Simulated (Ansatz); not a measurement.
# 1T-SnO2 bilayer (AA) in a perpendicular field

Aim: how the 1T-SnO2 bilayer (AA) screens a field along its normal, and what the field does to its bands. A positive field points along +c.

Calculated with Ansatz 0.2.0; plane-wave DFT, PBE-D3(BJ), Ansatz PAW, in the first sound run; inputs show where later runs differ.

### Step 1. The starting structure

The cell holds 6 atoms: 4 O and 2 Sn. Its edges and angles: a = 3.220 Å, b = 3.220 Å, c = 43.978 Å, α = 90.0°, β = 90.0°, γ = 120.0°. Regions: layer 1: 1T-SnO2, 3 atoms (2 O and 1 Sn); layer 2: 1T-SnO2, 3 atoms (2 O and 1 Sn). Vacuum lies along c.

### Step 2. Relaxation

The starting cell is a guess, so the in-plane lattice and the atoms are relaxed first, with the slab cut off from its images along the normal.

File input.yaml:

```yaml
crystal:
  lattice:
    - [3.22, 0.0, 0.0]
    - [-1.61, 2.7886018002, 0.0]
    - [0.0, 0.0, 43.9777087653]
  atoms:
    - { symbol: O, position: [0.6666666667, 0.3333333333, 0.4263523618] }
    - { symbol: Sn, position: [0.0, 0.0, 0.4466905562] }
    - { symbol: O, position: [0.3333333333, 0.6666666667, 0.4670287507] }
    - { symbol: O, position: [0.6666666667, 0.3333333333, 0.5329712493] }
    - { symbol: Sn, position: [0.0, 0.0, 0.5533094438] }
    - { symbol: O, position: [0.3333333333, 0.6666666667, 0.5736476382] }
  periodic: [true, true, false]
kpoints:
  mp_grid: { grid: [12, 12, 1] }
hamiltonian:
  xc: pbe
  dispersion: d3bj
scf:
  occupations: { method: fermi_dirac, width: 0.05 }
  convergence: { dr2_threshold: 1.0e-09 }
relax:
  f_tol: 0.004
  max_steps: 90
  cell: {}
output:
  write_potential: true
  write_density: true
  volumetric_format: npy
```

Command:

```console
$ ansatz run input.yaml --threads 4 --pin off --max-ram 6144MiB --backend cpu --events-out ev --progress --plain --runs-dir out
```

Numbers of over 12 decimals in the logs are rounded to 6 here.

Log:

```text
Warning: relax.cell: scf.convergence.dr2_threshold = 1e-9 eV is looser than the 2.20982358759e-10 eV advised for a relaxation that steers and ends on the stress (1e-10 eV for each atom of the cell: 6, times the square of relax.cell.stress_2d_tol = 0.05 N/m over 16.5 Å (the atoms' height at the walk's start and 5 Å past either face), 3.034e-2 GPa, over a crystal's default 0.05). What an SCF threshold leaves in a stress goes as its square root, and in the free energy as the threshold itself, and one threshold admits the most on a small cell: [figures from the program's tests cut] Set scf.convergence.dr2_threshold to 2.20982358759e-10 eV or tighter. [rest of the remark cut]
Engine: ansatz 0.2.0, x86_64-unknown-linux-gnu
Pseudopotentials: kind: paw
Pseudopotential: O, paw, valence charge 6, recommended cutoff 420 eV (normal), O.paw.azcp
Pseudopotential: Sn, paw, valence charge 14, recommended cutoff 420 eV (normal), Sn.paw.azcp
Functional definition: PBE
  parameter kappa = 0.804
  parameter beta = 0.066725
  exchange = pbe_x(kappa = kappa, mu = beta*pi^2/3)
  correlation = pbe_c(beta = beta)
Crystal: 6 atoms, lattice volume = 394.889 Å³
Basis set: ecut = 420 eV, 7851 PW (Γ), exchange–correlation on 48×48×600 points (8 copies of the dense FFT grid, shifted against one another)
Bands: 32, of which v1, the nominal top of the filled ones, is band 26 counted from 1 (25 counted from 0)
Symmetry: 12 space group operations
Space group: P-3m1 (ITA 164), of the structure as read, at distance tolerance 7.3e-5 Å
k-points: 19 of 144
Non-local potential: O, projectors of the file, l = 0: 2, l = 1: 2, l = 2: 1
Non-local potential: Sn, projectors of the file, l = 0: 2, l = 1: 2, l = 2: 2, l = 3: 2
PAW form: soft (Blöchl's): semilocal exchange-correlation on the pseudo side does not see the compensation charge
PAW one-centre angular grid: O, 110 points (default); XC on 64 Gauss nodes
PAW one-centre angular grid: Sn, 590 points (default); XC on 64 Gauss nodes
Initial density: superposition of atomic densities (neutral atoms: chi_scale 0, normalization atom), corrected by the library's trained network
Initial wavefunctions: pseudopotential atomic-orbital guess
Functional: x = pbe(κ = 0.804, μ = 0.219515), c = pbe(β = 0.066725)
SCF iter   1: F=—  HF=-14317.509807 eV  |F-HF|=—  |Δ(HF+E_count)|=         —  Δρ=9.27e-4  dr2=2.02e-3  ethr=1.77e-3  ⟨swp⟩=12.7  Hψ=4463  notcnv=0
preconditioner: auto → Resta (q_TF=auto, 1.946 Å⁻¹)  ε∞=1.5  [insulator: Δε(μ)=2.493 eV  Ē_g=18.790 eV  σ=0.050 eV  W_gap=1.00  n_scr=26 (ndim 8)  ℏωp=13.5 eV  f_vac=0.784  D(μ)=0.00/eV (n_scr^D=0)  ε∞_Penn≈1.5  vacuum switching on, ρ_ref=2.6e-2 e/Å³]
SCF iter   2: F=—  HF=-14317.511819 eV  |F-HF|=—  |Δ(HF+E_count)|=   2.01e-3  Δρ=4.40e-4  dr2=3.89e-4  ethr=3.88e-6  ⟨swp⟩=4.4  Hψ=2126  notcnv=0  defer=36
SCF iter   3: F=—  HF=-14317.512369 eV  |F-HF|=—  |Δ(HF+E_count)|=   5.50e-4  Δρ=3.43e-4  dr2=5.04e-4  ethr=7.48e-7  ⟨swp⟩=4.0  Hψ=1545  notcnv=0  defer=36
SCF iter   4: F=—  HF=-14317.512312 eV  |F-HF|=—  |Δ(HF+E_count)|=   5.65e-5  Δρ=8.30e-5  dr2=2.68e-5  ethr=7.48e-7  ⟨swp⟩=3.5  Hψ=1053  notcnv=0  defer=36
SCF iter   5: F=—  HF=-14317.512249 eV  |F-HF|=—  |Δ(HF+E_count)|=   6.34e-5  Δρ=3.49e-5  dr2=3.01e-6  ethr=5.14e-8  ⟨swp⟩=3.7  Hψ=1423  notcnv=0  defer=36
SCF iter   6: F=—  HF=-14317.512121 eV  |F-HF|=—  |Δ(HF+E_count)|=   1.28e-4  Δρ=8.45e-6  dr2=2.40e-7  ethr=5.78e-9  ⟨swp⟩=3.8  Hψ=1423  notcnv=0  defer=36
SCF iter   7: F=—  HF=-14317.512121 eV  |F-HF|=—  |Δ(HF+E_count)|=   7.34e-9  Δρ=4.04e-6  dr2=4.32e-8  ethr=4.61e-10  ⟨swp⟩=3.4  Hψ=1310  notcnv=0  defer=36
SCF iter   8: F=—  HF=-14317.512121 eV  |F-HF|=—  |Δ(HF+E_count)|=   1.93e-7  Δρ=4.93e-7  dr2=1.10e-9  ethr=8.30e-11  ⟨swp⟩=2.9  Hψ=1293  notcnv=0  defer=36
SCF iter   9: F=-14317.512121 eV  HF=-14317.512121 eV  |F-HF|=1.86e-10  |Δ(HF+E_count)|=   3.99e-9  Δρ=2.27e-7  dr2=1.82e-10  ethr=1.92e-12  ⟨swp⟩=13.5  Hψ=5579  notcnv=0
SCF 1 converged in 9 iterations: F = -14317.512121 eV  dr2 = 1.82e-10
  greatest PAW one-centre occupation: 0.996 electrons in one spin orbital (limit 2), on the Sn atom at site 4 (counted from 0), in its partial waves of l = 2
relax step   1: F+E_penalty+E_count = -14317.51212085 eV  Δ(F+E_penalty+E_count) = +0.000e0 eV  max|allowed force component| = 1.710e0 eV/Å  Δτ_max = 0.0000 Å  P = +9.630 N/m  Ω = 394.889 Å³  fix = [c, alpha, beta]  reactions: c +0.000 N/m  (9 SCF iters, accepted)
Crystal: 6 atoms, lattice volume = 387.274 Å³
Basis set: ecut = 420 eV, 7647 PW (Γ), exchange–correlation on 48×48×600 points (8 copies of the dense FFT grid, shifted against one another)
Initial density: handed on by an earlier stage of this run
Initial wavefunctions: those handed on with the density
iter 1 solved again at ethr=8.63e-4 eV; its pass at ethr=3.10e-3 eV (dr2=4.49e-1 eV) is discarded
SCF iter   1: F=—  HF=-14318.061546 eV  |F-HF|=—  |Δ(HF+E_count)|=         —  Δρ=1.20e-2  dr2=4.52e-1  ethr=8.63e-4  ⟨swp⟩=2.2  Hψ=4563  notcnv=0
preconditioner: auto → Resta (q_TF=auto, 1.952 Å⁻¹)  ε∞=1.5  [insulator: Δε(μ)=2.466 eV  Ē_g=18.570 eV  σ=0.050 eV  W_gap=1.00  n_scr=26 (ndim 8)  ℏωp=13.6 eV  f_vac=0.784  D(μ)=0.00/eV (n_scr^D=0)  ε∞_Penn≈1.5  vacuum switching on, ρ_ref=2.5e-2 e/Å³]
SCF iter   2: F=—  HF=-14317.904609 eV  |F-HF|=—  |Δ(HF+E_count)|=   1.57e-1  Δρ=4.59e-3  dr2=4.41e-2  ethr=8.63e-4  ⟨swp⟩=4.5  Hψ=1429  notcnv=0  defer=5
SCF iter   3: F=—  HF=-14317.901217 eV  |F-HF|=—  |Δ(HF+E_count)|=   3.39e-3  Δρ=2.23e-3  dr2=1.54e-2  ethr=8.49e-5  ⟨swp⟩=4.8  Hψ=1555  notcnv=0  defer=9
SCF iter   4: F=—  HF=-14317.899526 eV  |F-HF|=—  |Δ(HF+E_count)|=   1.69e-3  Δρ=1.17e-3  dr2=5.27e-3  ethr=2.95e-5  ⟨swp⟩=3.4  Hψ=1282  notcnv=0  defer=15
SCF iter   5: F=—  HF=-14317.898955 eV  |F-HF|=—  |Δ(HF+E_count)|=   5.71e-4  Δρ=5.18e-4  dr2=5.04e-4  ethr=1.01e-5  ⟨swp⟩=3.5  Hψ=1129  notcnv=0  defer=13
SCF iter   6: F=—  HF=-14317.898976 eV  |F-HF|=—  |Δ(HF+E_count)|=   2.09e-5  Δρ=1.66e-4  dr2=6.44e-5  ethr=9.70e-7  ⟨swp⟩=3.2  Hψ=1247  notcnv=0  defer=13
SCF iter   7: F=—  HF=-14317.899044 eV  |F-HF|=—  |Δ(HF+E_count)|=   6.85e-5  Δρ=4.01e-5  dr2=3.81e-6  ethr=1.24e-7  ⟨swp⟩=2.9  Hψ=1287  notcnv=0  defer=14
SCF iter   8: F=—  HF=-14317.898914 eV  |F-HF|=—  |Δ(HF+E_count)|=   1.30e-4  Δρ=8.54e-6  dr2=1.37e-7  ethr=7.34e-9  ⟨swp⟩=3.6  Hψ=1421  notcnv=0  defer=14
SCF iter   9: F=—  HF=-14317.898915 eV  |F-HF|=—  |Δ(HF+E_count)|=   1.34e-7  Δρ=2.23e-6  dr2=1.83e-8  ethr=2.64e-10  ⟨swp⟩=3.5  Hψ=1419  notcnv=0  defer=14
[...]
SCF iter   3: F=—  HF=-14317.912607 eV  |F-HF|=—  |Δ(HF+E_count)|=   1.50e-3  Δρ=2.71e-3  dr2=3.82e-2  ethr=6.07e-5  ⟨swp⟩=4.4  Hψ=1539  notcnv=0
SCF iter   4: F=—  HF=-14317.906591 eV  |F-HF|=—  |Δ(HF+E_count)|=   6.02e-3  Δρ=6.99e-4  dr2=1.12e-3  ethr=6.07e-5  ⟨swp⟩=2.8  Hψ=915  notcnv=0  defer=2
SCF iter   5: F=—  HF=-14317.906700 eV  |F-HF|=—  |Δ(HF+E_count)|=   1.09e-4  Δρ=1.61e-4  dr2=8.64e-5  ethr=2.15e-6  ⟨swp⟩=3.7  Hψ=1352  notcnv=0  defer=2
SCF iter   6: F=—  HF=-14317.906661 eV  |F-HF|=—  |Δ(HF+E_count)|=   3.92e-5  Δρ=4.86e-5  dr2=6.08e-6  ethr=1.66e-7  ⟨swp⟩=3.4  Hψ=1350  notcnv=0  defer=2
SCF iter   7: F=—  HF=-14317.906659 eV  |F-HF|=—  |Δ(HF+E_count)|=   1.94e-6  Δρ=1.93e-5  dr2=1.13e-6  ethr=1.17e-8  ⟨swp⟩=3.5  Hψ=1382  notcnv=0  defer=2
SCF iter   8: F=—  HF=-14317.906531 eV  |F-HF|=—  |Δ(HF+E_count)|=   1.28e-4  Δρ=4.93e-6  dr2=4.09e-8  ethr=2.17e-9  ⟨swp⟩=3.5  Hψ=1360  notcnv=0  defer=2
SCF iter   9: F=—  HF=-14317.906531 eV  |F-HF|=—  |Δ(HF+E_count)|=   4.64e-8  Δρ=6.57e-7  dr2=1.41e-9  ethr=7.87e-11  ⟨swp⟩=3.5  Hψ=1430  notcnv=0  defer=2
SCF iter  10: F=-14317.906531 eV  HF=-14317.906531 eV  |F-HF|=4.73e-11  |Δ(HF+E_count)|=   1.14e-9  Δρ=1.57e-7  dr2=7.70e-11  ethr=1.92e-12  ⟨swp⟩=12.8  Hψ=5107  notcnv=0
SCF 3 converged in 10 iterations: F = -14317.906531 eV  dr2 = 7.70e-11
relax step   3: F+E_penalty+E_count = -14317.90653149 eV  Δ(F+E_penalty+E_count) = -7.617e-3 eV  max|allowed force component| = 3.320e-2 eV/Å  Δτ_max = 0.0894 Å  P = -0.107 N/m  Ω = 394.205 Å³  energy of the carried Pulay correction = +6.838e-4 eV  fix = [c, alpha, beta]  reactions: c -0.000 N/m  (10 SCF iters, accepted)
[...]
relax step   4: F+E_penalty+E_count = -14317.90786645 eV  Δ(F+E_penalty+E_count) = -1.335e-3 eV  max|allowed force component| = 1.418e-2 eV/Å  Δτ_max = 0.0519 Å  P = -0.063 N/m  Ω = 394.224 Å³  energy of the carried Pulay correction = +6.653e-4 eV  fix = [c, alpha, beta]  reactions: c -0.000 N/m  (9 SCF iters, accepted)
[...]
relax step   5: F+E_penalty+E_count = -14317.90816425 eV  Δ(F+E_penalty+E_count) = -2.978e-4 eV  max|allowed force component| = 3.085e-2 eV/Å  Δτ_max = 0.0111 Å  P = -0.142 N/m  Ω = 393.876 Å³  energy of the carried Pulay correction = +1.014e-3 eV  fix = [c, alpha, beta]  (8 SCF iters, rejected (line search))
[...]
relax step   6: F+E_penalty+E_count = -14317.90822422 eV  Δ(F+E_penalty+E_count) = -3.578e-4 eV  max|allowed force component| = 9.079e-4 eV/Å  Δτ_max = 0.0054 Å  P = -0.011 N/m  Ω = 393.943 Å³  energy of the carried Pulay correction = +9.462e-4 eV  fix = [c, alpha, beta]  reactions: c -0.000 N/m  (8 SCF iters, accepted)
Initial wavefunctions: pseudopotential atomic-orbital guess (no wavefunctions were taken with the density)
iter 1 solved again at ethr=1.03e-7 eV; its pass at ethr=3.10e-3 eV (dr2=5.36e-5 eV) is discarded
SCF iter   1: F=—  HF=-14317.907462 eV  |F-HF|=—  |Δ(HF+E_count)|=         —  Δρ=9.54e-6  dr2=5.51e-8  ethr=1.03e-7  ⟨swp⟩=7.3  Hψ=7858  notcnv=0
preconditioner: auto → Resta (q_TF=auto, 1.947 Å⁻¹)  ε∞=1.5  [insulator: Δε(μ)=2.331 eV  Ē_g=18.573 eV  σ=0.050 eV  W_gap=1.00  n_scr=26 (ndim 8)  ℏωp=13.5 eV  f_vac=0.782  D(μ)=0.00/eV (n_scr^D=0)  ε∞_Penn≈1.5  vacuum switching on, ρ_ref=2.5e-2 e/Å³]
SCF iter   2: F=—  HF=-14317.907323 eV  |F-HF|=—  |Δ(HF+E_count)|=   1.39e-4  Δρ=4.71e-6  dr2=2.60e-8  ethr=1.06e-10  ⟨swp⟩=5.5  Hψ=2119  notcnv=0
SCF iter   3: F=—  HF=-14317.907323 eV  |F-HF|=—  |Δ(HF+E_count)|=   1.76e-8  Δρ=2.33e-6  dr2=3.77e-9  ethr=5.01e-11  ⟨swp⟩=3.3  Hψ=1039  notcnv=0
SCF iter   4: F=-14317.907323 eV  HF=-14317.907323 eV  |F-HF|=1.11e-10  |Δ(HF+E_count)|=   6.18e-9  Δρ=2.51e-7  dr2=2.32e-10  ethr=1.92e-12  ⟨swp⟩=22.2  Hψ=6276  notcnv=0
SCF 7 converged in 4 iterations: F = -14317.907323 eV  dr2 = 2.32e-10
relax step   7: F+E_penalty+E_count = -14317.90732288 eV  Δ(F+E_penalty+E_count) = +9.013e-4 eV  max|allowed force component| = 9.122e-4 eV/Å  Δτ_max = 0.0000 Å  P = -0.025 N/m  Ω = 393.943 Å³  fix = [c, alpha, beta]  reactions: c -0.000 N/m  stress off target by 2.52e-2 N/m on what of the cell is left free  SCF on the basis re-selected at this cell (its energy is not comparable with the rows above)  (4 SCF iters)
basis re-selected at this cell: Δ(F+E_penalty+E_count) = +9.013e-4 eV, ΔP = -0.014 N/m vs the last step (what re-selecting the basis moved, of the pressure what is left beyond the Pulay correction that the steps carried, after the strain that the cell walked since its last selection, with what the two solves' SCF thresholds leave and, on support functions, any second-order correction that the steps lacked; it is no m [...]
WARN: The output density's exchange-correlation potential varies sharply where the density is thin. Do not read a vacuum level from v_tot or v_xc, or from such a field of the output density. On a cell that repeats whose density bears no net charge and no dipole along the vacuum's axis use v_es (v_loc + v_h of the components); under efield.dipole_correction with no amplitude use v_es + v_field, which holds any externa [...]
SCF converged after 4 iterations
Free energy (F): -14317.907323 eV
Harris-Foulkes:  -14317.907323 eV  (|F-HF|=1.11e-10)
Internal energy: -14317.907323 eV  (E = F + TS)
E sigma→0 (E₀):  -14317.907323 eV
Fermi energy:    -7.015570 eV
--- Per-component energies (eV) ---
  E_band       = -1009.901917
  E_kinetic    = 1076.502789
  E_local      = -226715.117327  (includes V_loc(G=0)·N_el)
  E_nonlocal   = 132.841359
  E_hartree    = 112971.591250
  E_xc         = -1054.364907
  E_vxc        = -562.810891  (∫ρ·V_xc dr)
  E_paw        = -8924.944087  (= ΣΔE_a)
  E_vpaw       = -884.509167  (= ΣTr[D̂ρ^β])
  E_aug_tail   = 0.009646  (compensation charges beyond the density's cutoff)
  E_ewald      = 108196.472964
  E_disp       = -0.899009  (pairwise vdW)
  E_smearing   = -0.000000  (= −TS)
  E_closure    = 0.000000  (closes the sum)
  Σ components = -14317.907323   (vs F -14317.907323, Δ=0.00e0)
--- Forces (eV/Å), atoms counted from 1 ---
  atom   1  O     -0.00000000    -0.00000000    -0.00091224
  atom   2  Sn     0.00000000     0.00000000    -0.00069416
  atom   3  O     -0.00000000     0.00000000    -0.00053619
  atom   4  O     -0.00000000    -0.00000000     0.00053619
  atom   5  Sn     0.00000000    -0.00000000     0.00069416
  atom   6  O      0.00000000     0.00000000     0.00091224
  max |Σ_I F_I| component: 5.54e-17 eV/Å
--- 2D stress c σ (N/m, compression-positive) ---
       -0.025157       0.000000       0.000000
        0.000000      -0.025157       0.000000
        0.000000       0.000000      -0.000000
  P = ½ c Tr σ = -0.0252 N/m
--- Band table (eV; the first three rows and the last of 19) ---
  k-point 0: bands = [... 22 lower, -9.0799, -9.0431, -9.0431, -8.5921, -5.9514, -5.2297, -2.5861, -2.4152, ... 2 higher]
  k-point 1: bands = [... 22 lower, -8.9933, -8.9519, -8.8622, -8.4634, -5.5601, -4.9564, -2.3427, -2.1429, ... 2 higher]
  k-point 2: bands = [... 22 lower, -8.8875, -8.8324, -8.7355, -8.3547, -4.6972, -4.3112, -1.7787, -1.5028, ... 2 higher]
  k-point 18: bands = [... 22 lower, -8.6518, -8.6518, -8.3718, -8.3718, -2.0606, -2.0175, 1.1455, 1.8611, ... 2 higher]
--- Relaxed structure (6 steps of the walk, 5 accepted, 1 SCFs on fresh bases) ---
  F+E_penalty+E_count = -14317.90732288 eV   max|allowed force component| = 9.122e-4 eV/Å   (the final SCF, on the basis selected at the relaxed cell)
  cell:  # Å, volume = 393.9431 Å³
    - [3.216142, 0.0, 0]
    - [-1.608071, 2.785260, 0]
    - [0, 0, 43.9777087653]
  atoms:
    - { symbol: O, position: [0.666667, 0.333333, 0.424370] }
    - { symbol: Sn, position: [0, 0, 0.447445] }
    - { symbol: O, position: [0.333333, 0.666667, 0.470457] }
    - { symbol: O, position: [0.666667, 0.333333, 0.529543] }
    - { symbol: Sn, position: [0, 0, 0.552555] }
    - { symbol: O, position: [0.333333, 0.666667, 0.575630] }
```

Run time: 24 s. Hardware: 4 threads of Intel Xeon Platinum 8559C (Emerald Rapids), shared host; peak memory 0.94 GiB.

The steps of the relaxation:

```
step  energy less that of the first step (eV)  largest force component (eV/Å)  volume (Å³)
   1                                   0.0000                          1.7101       394.89
   2                                  -0.3868                          0.0860       387.27
   3                                  -0.3944                          0.0332       394.21
   4                                  -0.3957                          0.0142       394.22
   5                                  -0.3960                          0.0309       393.88
   6                                  -0.3961                          0.0009       393.94
  7*                                  -0.3952                          0.0009       393.94
```

Relaxation steps marked * repeat the geometry before them on a plane-wave basis chosen anew for their cell, so energy and pressure can jump there. Relaxation step 5 was tried and not accepted.

The run keeps the 12 symmetry operations that it works with, so distortions that break them were not tested.

```
cell as run  before  after  change
      a (Å)   3.220  3.216  -0.1 %
      b (Å)   3.220  3.216  -0.1 %
```

The atoms that moved most (Å, along periodic axes as changes of fractional coordinates times the final cell, across vacuum about the mean position):

```
atom     dx     dy      dz  length
  O3  0.000  0.000   0.151   0.151
  O4  0.000  0.000  -0.151   0.151
  O6  0.000  0.000   0.087   0.087
  O1  0.000  0.000  -0.087   0.087
 Sn5  0.000  0.000  -0.033   0.033
 Sn2  0.000  0.000   0.033   0.033
```

Final coordinates:

```xyz
6
Lattice="3.2161 0.0000 0.0000 -1.6081 2.7853 0.0000 0.0000 0.0000 43.9777" Properties=species:S:1:pos:R:3
O     1.6081    0.9284   18.6628
Sn    0.0000    0.0000   19.6776
O     0.0000    1.8568   20.6896
O     1.6081    0.9284   23.2881
Sn    0.0000    0.0000   24.3001
O     0.0000    1.8568   25.3149
```

This step gave:

* gap on the k-mesh: 2.331 eV

The lattice constant a goes from 3.220 to 3.216 Å.

(Continued in part 2 of 3.)

[Logs are printed without paths, hosts, clocks, repeated set-up lines and the standing remarks that a program may print on its own settings, such as how far it seeks lower states.]

[Hosts, paths, dates, database ids (printed as entryN), source tags and the programs' standing remarks are cut or masked in the printed files.]

[Maps of the electrostatic potential energy from Ansatz leave out the sawtooth potential of an applied field or a dipole correction, so their vacuum need not be flat; planar profiles and work functions include it.]
